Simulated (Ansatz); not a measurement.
## Generalised stacking fault on (112) of a Nb-Li solid solution (54 atoms): geometry optimisation

How does generalised stacking fault on (112) of a Nb-Li solid solution (54 atoms) relax, and what do bonds and levels look like afterwards?

Method: Kohn-Sham DFT, PBE, PAW (set soft_2), plane waves, in Ansatz 0.2.0.

**1. Starting point**

The cell holds 54 atoms: 30 Nb and 24 Li. Cell: a = 8.820 Å, b = 4.801 Å, c = 25.177 Å, α = 90.0°, β = 87.2°, γ = 90.0°. It derives from Nb and Li. Bcc Nb lattice (a = 3.3949 Å, the value set for the mixture), cell with z along [112], 3 x 1 x 3 periods; the third cell vector is tilted by 0.417 of 1/2<111> (its sense, twinning or antitwinning, isn't checked) and lengthened by 0.2 Å, so the cell holds one fault; displaced by a Gaussian of 0.01 Å; 24 of 54 Nb sites given to Li at random (lattice constant by Vegard's rule between Nb and Li).

What the set-up can't give: The cell is under 6 Å thick along one periodic direction, so every atom has periodic images of itself close by, which move with it and show among its neighbours and in g(r). Atoms were free to move along the slip, so the relaxation can undo part or all of it. The host structure and its lattice constant were typed by rule, without a check against the phase diagram.

**2. Single point at the start**

The forces at the start show how far the geometry lies from a minimum of this functional.

The input, input.yaml:

```yaml
crystal:
  lattice:
    - [8.82021, 0.0, 0.0]
    - [0.0, 4.80111, 0.0]
    - [1.22504, 0.0, 25.14732]
  atoms:
    - { symbol: Nb, position: [0.53046, 0.99947, 0.99218] }
    - { symbol: Nb, position: [0.19442, 0.00111, 0.99115] }
    - { symbol: Li, position: [0.86333, 0.00176, 0.9917] }
    - { symbol: Nb, position: [0.77127, 0.49721, 0.05379] }
    - { symbol: Nb, position: [0.43747, 0.50134, 0.05439] }
    - { symbol: Li, position: [0.10424, 0.50079, 0.05474] }
    - { symbol: Li, position: [0.87293, 0.00146, 0.10948] }
    - { symbol: Li, position: [0.539, 0.00013, 0.11046] }
    - { symbol: Nb, position: [0.2054, 0.99986, 0.11033] }
    - { symbol: Nb, position: [0.6444, 0.49904, 0.16508] }
    - { symbol: Li, position: [0.31291, 0.5014, 0.16508] }
    - { symbol: Li, position: [0.97678, 0.49827, 0.1651] }
    - { symbol: Nb, position: [0.74782, 0.99869, 0.22063] }
    - { symbol: Nb, position: [0.41417, 0.00201, 0.21994] }
    - { symbol: Li, position: [0.07962, 0.99825, 0.21994] }
    - { symbol: Li, position: [0.85104, 0.50004, 0.27551] }
    - { symbol: Li, position: [0.51698, 0.49971, 0.27512] }
    - { symbol: Li, position: [0.18269, 0.50076, 0.27439] }
    - { symbol: Li, position: [0.62054, 0.00071, 0.33064] }
    - { symbol: Li, position: [0.28738, 0.00508, 0.33017] }
    - { symbol: Li, position: [0.95495, 0.99838, 0.3307] }
    - { symbol: Nb, position: [0.72469, 0.50104, 0.38487] }
    - { symbol: Nb, position: [0.39176, 0.49757, 0.3858] }
    - { symbol: Li, position: [0.05604, 0.49898, 0.38556] }
    - { symbol: Nb, position: [0.82817, 0.00098, 0.44071] }
    - { symbol: Nb, position: [0.49396, 0.00081, 0.44102] }
    - { symbol: Li, position: [0.15957, 0.00361, 0.44099] }
    - { symbol: Nb, position: [0.59688, 0.501, 0.49625] }
    - { symbol: Nb, position: [0.26409, 0.4988, 0.49601] }
    - { symbol: Li, position: [0.92983, 0.50142, 0.49596] }
    - { symbol: Nb, position: [0.70138, 0.99869, 0.55094] }
    - { symbol: Nb, position: [0.36653, 0.00473, 0.54988] }
    - { symbol: Nb, position: [0.03441, 0.00037, 0.55086] }
    - { symbol: Nb, position: [0.80491, 0.50211, 0.60604] }
    - { symbol: Li, position: [0.47066, 0.50218, 0.6064] }
    - { symbol: Li, position: [0.13709, 0.50218, 0.60614] }
    - { symbol: Nb, position: [0.57407, 0.99371, 0.6612] }
    - { symbol: Li, position: [0.24216, 0.99922, 0.66148] }
    - { symbol: Li, position: [0.9083, 0.00199, 0.66046] }
    - { symbol: Nb, position: [0.67855, 0.49864, 0.71581] }
    - { symbol: Li, position: [0.34686, 0.50163, 0.71604] }
    - { symbol: Nb, position: [0.01276, 0.50192, 0.71598] }
    - { symbol: Nb, position: [0.78274, 0.99908, 0.77107] }
    - { symbol: Nb, position: [0.44916, 0.99828, 0.77183] }
    - { symbol: Nb, position: [0.11658, 0.00102, 0.77176] }
    - { symbol: Nb, position: [0.55253, 0.50165, 0.82658] }
    - { symbol: Nb, position: [0.21658, 0.50277, 0.82574] }
    - { symbol: Li, position: [0.88481, 0.50352, 0.82697] }
    - { symbol: Nb, position: [0.65386, 0.00143, 0.88108] }
    - { symbol: Nb, position: [0.32269, 0.00151, 0.88147] }
    - { symbol: Nb, position: [0.98668, 0.00062, 0.88076] }
    - { symbol: Nb, position: [0.75877, 0.49809, 0.93645] }
    - { symbol: Li, position: [0.42455, 0.50147, 0.93643] }
    - { symbol: Li, position: [0.09213, 0.50072, 0.93671] }
kpoints:
  mp_grid: { grid: [2, 4, 1] }
hamiltonian:
  xc: pbe
scf:
  occupations: { method: fermi_dirac, width: 0.1 }
output:
  forces: true
```

Run with:

```
ansatz run input.yaml --threads 4 --pin off --max-ram 8192MiB --backend cpu --events-out ev --progress --plain --runs-dir out
```

Numbers of over 12 decimals in the logs are rounded to 6 here.

The program printed:

```text
Engine: ansatz 0.2.0, aarch64-unknown-linux-gnu
Pseudopotentials: kind: paw
Pseudopotential: Nb, paw, valence charge 13, recommended cutoff 420 eV (normal), Nb.paw.azcp
Pseudopotential: Li, paw, valence charge 3, recommended cutoff 420 eV (normal), Li.paw.azcp
[... 5 lines on functional and potentials left out ...]
Crystal: 54 atoms, lattice volume = 1064.908 Å³
Basis set: ecut = 420 eV, 20759 PW (Γ), exchange–correlation on 120×72×360 points (8 copies of the dense FFT grid, shifted against one another)
Bands: 285, of which v1, the nominal top of the filled ones, is band 231 counted from 1 (230 counted from 0)
Symmetry: 1 space group operations
Space group: P1 (ITA 1), of the structure as read, at distance tolerance 1.0e-4 Å
k-points: 6 of 8 (time reversal used)
[... 5 lines on functional and potentials left out ...]
Initial density: superposition of atomic densities (neutral atoms: chi_scale 0, normalization atom), corrected by the library's trained network
Initial wavefunctions: pseudopotential atomic-orbital guess
Functional: x = pbe(κ = 0.804, μ = 0.219515), c = pbe(β = 0.066725)
SCF iter   1: F=—  HF=-141453.484248 eV  |F-HF|=—  |Δ(HF+E_count)|=         —  Δρ=8.58e-3  dr2=3.23e1  ethr=1.77e-3  ⟨swp⟩=9.7  Hψ=8052  notcnv=0
preconditioner: auto → Kerker (q_TF=auto, 2.374 Å⁻¹)  [metal: Δε(μ)=0.013 eV  Ē_g=2.510 eV  σ=0.100 eV  W_gap=0.03  n_scr=234 (ndim 8)  ℏωp=15.0 eV  f_vac=0.000  D(μ)=65.85/eV (n_scr^D=682)]
SCF iter   2: F=—  HF=-141453.353691 eV  |F-HF|=—  |Δ(HF+E_count)|=   1.31e-1  Δρ=3.66e-3  dr2=5.02e0  ethr=1.77e-3  ⟨swp⟩=1.2  Hψ=1969  notcnv=0
SCF iter   3: F=—  HF=-141453.310234 eV  |F-HF|=—  |Δ(HF+E_count)|=   4.35e-2  Δρ=9.35e-4  dr2=4.19e-2  ethr=1.09e-3  ⟨swp⟩=1.0  Hψ=1710  notcnv=0
SCF iter   4: F=—  HF=-141453.308884 eV  |F-HF|=—  |Δ(HF+E_count)|=   1.35e-3  Δρ=2.96e-4  dr2=2.95e-3  ethr=9.08e-6  ⟨swp⟩=1.7  Hψ=1740  notcnv=0
SCF iter   5: F=—  HF=-141453.308777 eV  |F-HF|=—  |Δ(HF+E_count)|=   1.07e-4  Δρ=9.88e-5  dr2=4.07e-4  ethr=6.40e-7  ⟨swp⟩=2.0  Hψ=2168  notcnv=0
SCF iter   6: F=—  HF=-141453.308761 eV  |F-HF|=—  |Δ(HF+E_count)|=   1.58e-5  Δρ=4.08e-5  dr2=7.66e-5  ethr=8.80e-8  ⟨swp⟩=1.8  Hψ=1897  notcnv=0
SCF iter   7: F=—  HF=-141453.308607 eV  |F-HF|=—  |Δ(HF+E_count)|=   1.54e-4  Δρ=1.11e-5  dr2=3.83e-6  ethr=1.66e-8  ⟨swp⟩=2.0  Hψ=2260  notcnv=0
SCF iter   8: F=—  HF=-141453.308607 eV  |F-HF|=—  |Δ(HF+E_count)|=   2.90e-7  Δρ=3.75e-6  dr2=4.18e-7  ethr=8.29e-10  ⟨swp⟩=2.0  Hψ=2320  notcnv=0
SCF iter   9: F=-141453.308607 eV  HF=-141453.308607 eV  |F-HF|=2.98e-8  |Δ(HF+E_count)|=   3.23e-8  Δρ=1.22e-6  dr2=4.39e-8  ethr=2.16e-11  ⟨swp⟩=3.7  Hψ=4559  notcnv=0
SCF 1 converged in 9 iterations: F = -141453.308607 eV  dr2 = 4.39e-8
  greatest PAW one-centre occupation: 1.000 electrons in one spin orbital (limit 2), on the Li atom at site 47 (counted from 0), in its partial waves of l = 0
SCF converged after 9 iterations
Free energy (F): -141453.308607 eV
Harris-Foulkes:  -141453.308607 eV  (|F-HF|=2.98e-8)
Internal energy: -141451.190859 eV  (E = F + TS)
E sigma→0 (E₀):  -141452.249733 eV
Entropy (-TS):   -2.117747 eV (-39.218 meV/atom)
Fermi energy:    9.209240 eV
--- Per-component energies (eV) ---
  E_band       = -6987.488616
  E_kinetic    = 12198.800442
  E_local      = -53586.873574  (includes V_loc(G=0)·N_el)
  E_nonlocal   = 2820.275698
  E_hartree    = 20856.665349
  E_xc         = -5439.328516
  E_vxc        = -6606.834672  (∫ρ·V_xc dr)
  E_paw        = -92704.370535  (= ΣΔE_a)
  E_vpaw       = -3526.188389  (= ΣTr[D̂ρ^β])
  E_aug_tail   = 0.000574  (compensation charges beyond the density's cutoff)
  E_ewald      = -25596.360298
  E_smearing   = -2.117747  (= −TS)
  E_closure    = -0.000000  (closes the sum)
  Σ components = -141453.308607   (vs F -141453.308607, Δ=0.00e0)
--- Forces (eV/Å), atoms counted from 1 ---
  atom   1  Nb     0.08541997     0.02609836     0.09928362
  atom   2  Nb     1.60692748    -0.00984932     0.58790412
  atom   3  Li     0.08492021    -0.05424938    -0.01910861
  atom   4  Nb    -2.15922681     0.07327218    -0.30640547
  atom   5  Nb     0.14879307    -0.01980835    -0.12217021
  atom   6  Li    -0.12408642    -0.00352729     0.01432580
  atom   7  Li    -0.12421655    -0.04041092     0.08736175
  atom   8  Li     0.41122637     0.00027067    -0.04465498
  atom   9  Nb     1.63020398     0.01970117    -1.40780158
  atom  10  Nb    -0.24904855    -0.01226209     0.07177931
  atom  11  Li    -0.21356893    -0.00545291     0.04765042
  atom  12  Li     0.02920251     0.01038782    -0.12460409
  atom  13  Nb    -2.08190292     0.01724439    -1.03163633
  atom  14  Nb     1.80539864    -0.01238246    -1.12020767
[...]
atom  53  Li    -0.28809966    -0.01064086     0.06434614
  atom  54  Li     0.08350468     0.00120066     0.06233210
  max |Σ_I F_I| component: 1.11e-5 eV/Å
```

The job ended after 60 s (4 threads of Arm Neoverse V1, shared host; peak memory 4.6 GiB; 3.8 min of CPU time).

Reading the cycles: dr2 is the Hartree energy of the density residual (eV), the measure of convergence; HF is the Harris–Foulkes estimate of the energy, which meets the free energy F at convergence.

The run gave:

* free energy: -141453.3086 eV
* free energy per atom: -2619.5057 eV/atom
* SCF cycles: 9
* r.m.s. force component: 0.5151 eV/Å
* longest force: 2.428 eV/Å
* Fermi energy: 9.209 eV

The r.m.s. force component of 0.52 eV/Å sets the starting point.

Length of the force by element:

```csv
element,coordination,atoms,mean length of the force (eV/Å),spread,least,most
Li,all,24,0.201,0.0904,0.0844,0.414
Nb,all,30,0.902,0.762,0.129,2.43
```

**3. Relaxation**

The atoms are relaxed in the fixed cell, aiming at the force tolerance of the input.

input.yaml: that of step 2 with these lines changed.

```diff
@@ -15 +15,4 @@
   forces: true
+relax:
+  f_tol: 0.05
+  max_steps: 80
```

The program printed:

```text
[...]
Crystal: 54 atoms, lattice volume = 1064.908 Å³
Basis set: ecut = 420 eV, 20759 PW (Γ), exchange–correlation on 120×72×360 points (8 copies of the dense FFT grid, shifted against one another)
Bands: 285, of which v1, the nominal top of the filled ones, is band 231 counted from 1 (230 counted from 0)
Symmetry: 1 space group operations
[...]
k-points: 6 of 8 (time reversal used)
[...]
SCF iter   1: F=—  HF=-141453.484251 eV  |F-HF|=—  |Δ(HF+E_count)|=         —  Δρ=8.58e-3  dr2=3.23e1  ethr=1.77e-3  ⟨swp⟩=9.7  Hψ=8052  notcnv=0
[...]
SCF iter   7: F=-141453.308604 eV  HF=-141453.308607 eV  |F-HF|=2.74e-6  |Δ(HF+E_count)|=   4.54e-6  Δρ=1.11e-5  dr2=3.92e-6  ethr=1.35e-8  ⟨swp⟩=3.0  Hψ=3730  notcnv=0
SCF 1 converged in 7 iterations: F = -141453.308604 eV  dr2 = 3.92e-6
[...]
relax step   1: F+E_penalty+E_count = -141453.30860412 eV  Δ(F+E_penalty+E_count) = +0.000e0 eV  max|allowed force component| = 2.159e0 eV/Å  Δτ_max = 0.0000 Å  (7 SCF iters, dr2 threshold 6.25e-5 eV, accepted)
[...]
relax step   2: F+E_penalty+E_count = -141456.30309626 eV  Δ(F+E_penalty+E_count) = -2.994e0 eV  max|allowed force component| = 1.595e0 eV/Å  Δτ_max = 0.1950 Å  (6 SCF iters, dr2 threshold 1.00e-4 eV, accepted)
[...]
relax step   3: F+E_penalty+E_count = -141457.97038619 eV  Δ(F+E_penalty+E_count) = -1.667e0 eV  max|allowed force component| = 1.183e0 eV/Å  Δτ_max = 0.1953 Å  (6 SCF iters, dr2 threshold 1.00e-4 eV, accepted)
[...]
relax step   4: F+E_penalty+E_count = -141459.02649381 eV  Δ(F+E_penalty+E_count) = -1.056e0 eV  max|allowed force component| = 6.395e-1 eV/Å  Δτ_max = 0.1949 Å  (6 SCF iters, dr2 threshold 1.00e-4 eV, accepted)
relax step   5: F+E_penalty+E_count = -141459.82314016 eV  Δ(F+E_penalty+E_count) = -7.966e-1 eV  max|allowed force component| = 4.450e-1 eV/Å  Δτ_max = 0.1996 Å  (6 SCF iters, dr2 threshold 1.00e-4 eV, accepted)
relax step   6: F+E_penalty+E_count = -141460.25018386 eV  Δ(F+E_penalty+E_count) = -4.270e-1 eV  max|allowed force component| = 3.754e-1 eV/Å  Δτ_max = 0.1904 Å  (6 SCF iters, dr2 threshold 5.79e-5 eV, accepted)
relax step   7: F+E_penalty+E_count = -141460.50356683 eV  Δ(F+E_penalty+E_count) = -2.534e-1 eV  max|allowed force component| = 2.109e-1 eV/Å  Δτ_max = 0.1969 Å  (6 SCF iters, dr2 threshold 6.82e-5 eV, accepted)
relax step   8: F+E_penalty+E_count = -141460.68179111 eV  Δ(F+E_penalty+E_count) = -1.782e-1 eV  max|allowed force component| = 3.095e-1 eV/Å  Δτ_max = 0.1951 Å  (6 SCF iters, dr2 threshold 1.40e-5 eV, accepted)
relax step   9: F+E_penalty+E_count = -141460.79268098 eV  Δ(F+E_penalty+E_count) = -1.109e-1 eV  max|allowed force component| = 3.644e-1 eV/Å  Δτ_max = 0.1980 Å  (6 SCF iters, dr2 threshold 3.02e-5 eV, accepted)
relax step  10: F+E_penalty+E_count = -141460.87159079 eV  Δ(F+E_penalty+E_count) = -7.891e-2 eV  max|allowed force component| = 1.862e-1 eV/Å  Δτ_max = 0.1922 Å  (6 SCF iters, dr2 threshold 1.00e-4 eV, accepted)
relax step  11: F+E_penalty+E_count = -141460.91692775 eV  Δ(F+E_penalty+E_count) = -4.534e-2 eV  max|allowed force component| = 1.273e-1 eV/Å  Δτ_max = 0.1812 Å  (6 SCF iters, dr2 threshold 9.05e-6 eV, accepted)
[...]
relax step  12: F+E_penalty+E_count = -141460.94653495 eV  Δ(F+E_penalty+E_count) = -2.961e-2 eV  max|allowed force component| = 1.714e-1 eV/Å  Δτ_max = 0.1943 Å  (6 SCF iters, dr2 threshold 4.23e-6 eV, accepted)
relax step  13: F+E_penalty+E_count = -141460.97166653 eV  Δ(F+E_penalty+E_count) = -2.513e-2 eV  max|allowed force component| = 2.457e-1 eV/Å  Δτ_max = 0.1920 Å  (6 SCF iters, dr2 threshold 1.37e-5 eV, accepted)
relax step  14: F+E_penalty+E_count = -141461.00644166 eV  Δ(F+E_penalty+E_count) = -3.478e-2 eV  max|allowed force component| = 2.627e-1 eV/Å  Δτ_max = 0.1951 Å  (6 SCF iters, dr2 threshold 6.04e-5 eV, accepted)
[...]
relax step  15: F+E_penalty+E_count = -141461.08665383 eV  Δ(F+E_penalty+E_count) = -8.021e-2 eV  max|allowed force component| = 4.280e-1 eV/Å  Δτ_max = 0.1998 Å  (6 SCF iters, dr2 threshold 6.90e-5 eV, accepted)
relax step  16: F+E_penalty+E_count = -141461.30275571 eV  Δ(F+E_penalty+E_count) = -2.161e-1 eV  max|allowed force component| = 7.884e-1 eV/Å  Δτ_max = 0.1975 Å  (6 SCF iters, dr2 threshold 1.00e-4 eV, accepted)
relax step  17: F+E_penalty+E_count = -141461.62898377 eV  Δ(F+E_penalty+E_count) = -3.262e-1 eV  max|allowed force component| = 4.617e-1 eV/Å  Δτ_max = 0.1947 Å  (6 SCF iters, dr2 threshold 1.00e-4 eV, accepted)
relax step  18: F+E_penalty+E_count = -141461.84451760 eV  Δ(F+E_penalty+E_count) = -2.155e-1 eV  max|allowed force component| = 5.805e-1 eV/Å  Δτ_max = 0.1907 Å  (6 SCF iters, dr2 threshold 7.31e-5 eV, accepted)
relax step  19: F+E_penalty+E_count = -141461.97654158 eV  Δ(F+E_penalty+E_count) = -1.320e-1 eV  max|allowed force component| = 1.974e-1 eV/Å  Δτ_max = 0.1908 Å  (6 SCF iters, dr2 threshold 1.00e-4 eV, accepted)
relax step  20: F+E_penalty+E_count = -141462.01659448 eV  Δ(F+E_penalty+E_count) = -4.005e-2 eV  max|allowed force component| = 1.305e-1 eV/Å  Δτ_max = 0.1500 Å  (7 SCF iters, dr2 threshold 4.51e-6 eV, accepted)
relax step  21: F+E_penalty+E_count = -141462.01813167 eV  Δ(F+E_penalty+E_count) = -1.537e-3 eV  max|allowed force component| = 1.253e-1 eV/Å  Δτ_max = 0.1745 Å  (9 SCF iters, accepted)
relax step  22: F+E_penalty+E_count = -141462.03386095 eV  Δ(F+E_penalty+E_count) = -1.573e-2 eV  max|allowed force component| = 6.591e-2 eV/Å  Δτ_max = 0.0657 Å  (6 SCF iters, dr2 threshold 6.86e-6 eV, accepted)
[...]
relax step  23: F+E_penalty+E_count = -141462.03578004 eV  Δ(F+E_penalty+E_count) = -1.919e-3 eV  max|allowed force component| = 4.179e-2 eV/Å  Δτ_max = 0.0163 Å  (6 SCF iters, accepted)
SCF converged after 6 iterations
Free energy (F): -141462.035780 eV
[...]
Internal energy: -141460.415012 eV  (E = F + TS)
E sigma→0 (E₀):  -141461.225396 eV
Entropy (-TS):   -1.620768 eV (-30.014 meV/atom)
Fermi energy:    9.309102 eV
[...]
--- Forces (eV/Å), atoms counted from 1 ---
  atom   1  Nb     0.00401438    -0.00008178     0.00515151
  atom   2  Nb     0.00799666     0.00013007     0.00126702
  atom   3  Li    -0.00228805     0.00014486    -0.00076199
  atom   4  Nb    -0.00166841     0.00049714    -0.02458019
  atom   5  Nb     0.00064395    -0.00005190     0.01100201
  atom   6  Li     0.00040235    -0.00067524     0.00394945
  atom   7  Li    -0.00499991     0.00063074    -0.00060331
  atom   8  Li    -0.00175947    -0.00018036     0.00189547
  atom   9  Nb     0.00356013    -0.00030213    -0.00217839
  atom  10  Nb     0.00532100    -0.00001424     0.00143019
  atom  11  Li     0.00319829    -0.00024365    -0.00128788
  atom  12  Li     0.00244249     0.00010173     0.00268279
  atom  13  Nb     0.03781132    -0.00003413    -0.01490026
  atom  14  Nb    -0.04179347     0.00022324     0.01382678
[...]
atom  53  Li    -0.00067681    -0.00001231     0.00010079
  atom  54  Li     0.00222543     0.00001104    -0.00002636
  max |Σ_I F_I| component: 7.36e-5 eV/Å
--- Relaxed structure (23 steps of the walk, 23 accepted, 0 SCFs on fresh bases) ---
  F+E_penalty+E_count = -141462.03578004 eV   max|allowed force component| = 4.179e-2 eV/Å
  atoms:
    - { symbol: Nb, position: [0.537700, 1.000498, 0.980060] }
    - { symbol: Nb, position: [0.228835, 0.000490478, 0.986378] }
    - { symbol: Li, position: [0.874713, 0.000497657, 0.984374] }
    - { symbol: Nb, position: [0.636399, 0.500494, 0.035797] }
[...]
- { symbol: Li, position: [0.108680, 0.500489, 0.933483] }
```

Wall time 20 min (4 threads); peak memory 4.6 GiB.

Relaxation path (22 of 23):

```csv
step,energy less that of the first step (eV),largest force component (eV/Å)
1,0.0000,2.1593
2,-2.9945,1.5946
3,-4.6618,1.1827
4,-5.7179,0.6395
5,-6.5145,0.4450
6,-6.9416,0.3754
7,-7.1950,0.2109
8,-7.3732,0.3095
9,-7.4841,0.3644
10,-7.5630,0.1862
11,-7.6083,0.1273
13,-7.6631,0.2457
14,-7.6978,0.2627
15,-7.7781,0.4280
16,-7.9942,0.7884
17,-8.3204,0.4617
18,-8.5359,0.5805
19,-8.6679,0.1974
20,-8.7080,0.1305
21,-8.7095,0.1253
22,-8.7253,0.0659
23,-8.7272,0.0418
```

The atoms that moved most (Å):

```csv
atom,dx,dy,dz,length
Nb9,1.827,0.003,-0.633,1.933
Li7,1.859,-0.005,-0.335,1.889
Li8,1.809,0.002,-0.496,1.876
Nb13,-1.361,0.009,-0.657,1.511
Nb10,-1.329,0.007,-0.557,1.441
Li12,-1.343,0.011,-0.248,1.366
Li11,-1.260,-0.004,-0.456,1.340
Nb4,-1.212,0.016,-0.452,1.293
```

The relaxation changed the energy by -162 meV/atom, and atoms moved by 0.76 Å r.m.s., 1.9 Å at most.

**4. Distances and neighbours after relaxation**

Density 4.61 g/cm³, 19.72 Å³ an atom.

Pair distribution functions g(r), in bins of 0.2 Å:

```csv
r (Å),total,Nb-Nb,Nb-Li,Li-Li
2.30,0.05,0.17,0.00,0.00
2.50,0.09,0.29,0.00,0.00
2.70,0.88,1.83,0.16,1.18
2.90,4.38,5.85,3.94,3.17
3.10,1.99,1.85,1.66,3.03
3.30,2.30,2.77,1.95,2.44
3.50,1.17,0.00,1.79,1.45
3.70,0.27,0.20,0.21,0.53
3.90,0.08,0.13,0.04,0.10
4.10,0.05,0.00,0.04,0.18
4.30,0.25,0.20,0.25,0.32
4.50,0.58,1.06,0.31,0.50
4.70,1.23,1.33,1.46,0.46
4.90,1.46,1.84,0.74,2.67
5.10,0.49,0.46,0.48,0.56
5.30,1.04,1.36,0.98,0.68
5.50,2.36,2.77,2.12,2.32
5.70,2.36,2.03,2.73,1.98
5.90,1.21,0.87,1.43,1.19
6.10,0.40,0.41,0.35,0.51
6.30,0.26,0.14,0.18,0.67
6.50,0.35,0.31,0.32,0.49
6.70,0.46,0.36,0.50,0.55
6.90,0.51,0.41,0.59,0.43
7.10,0.80,1.13,0.74,0.40
7.30,1.93,2.30,2.00,1.19
7.50,1.88,1.87,1.92,1.81
7.70,1.20,0.81,1.33,1.46
```

(Part 1 of 2 ends here.)

[Logs are printed without paths, hosts, clocks, repeated set-up lines and the standing remarks that a program may print on its own settings, such as how far it seeks lower states.]

[Hosts, paths, dates, database ids (printed as entryN), source tags and the programs' standing remarks are cut or masked in the printed files.]
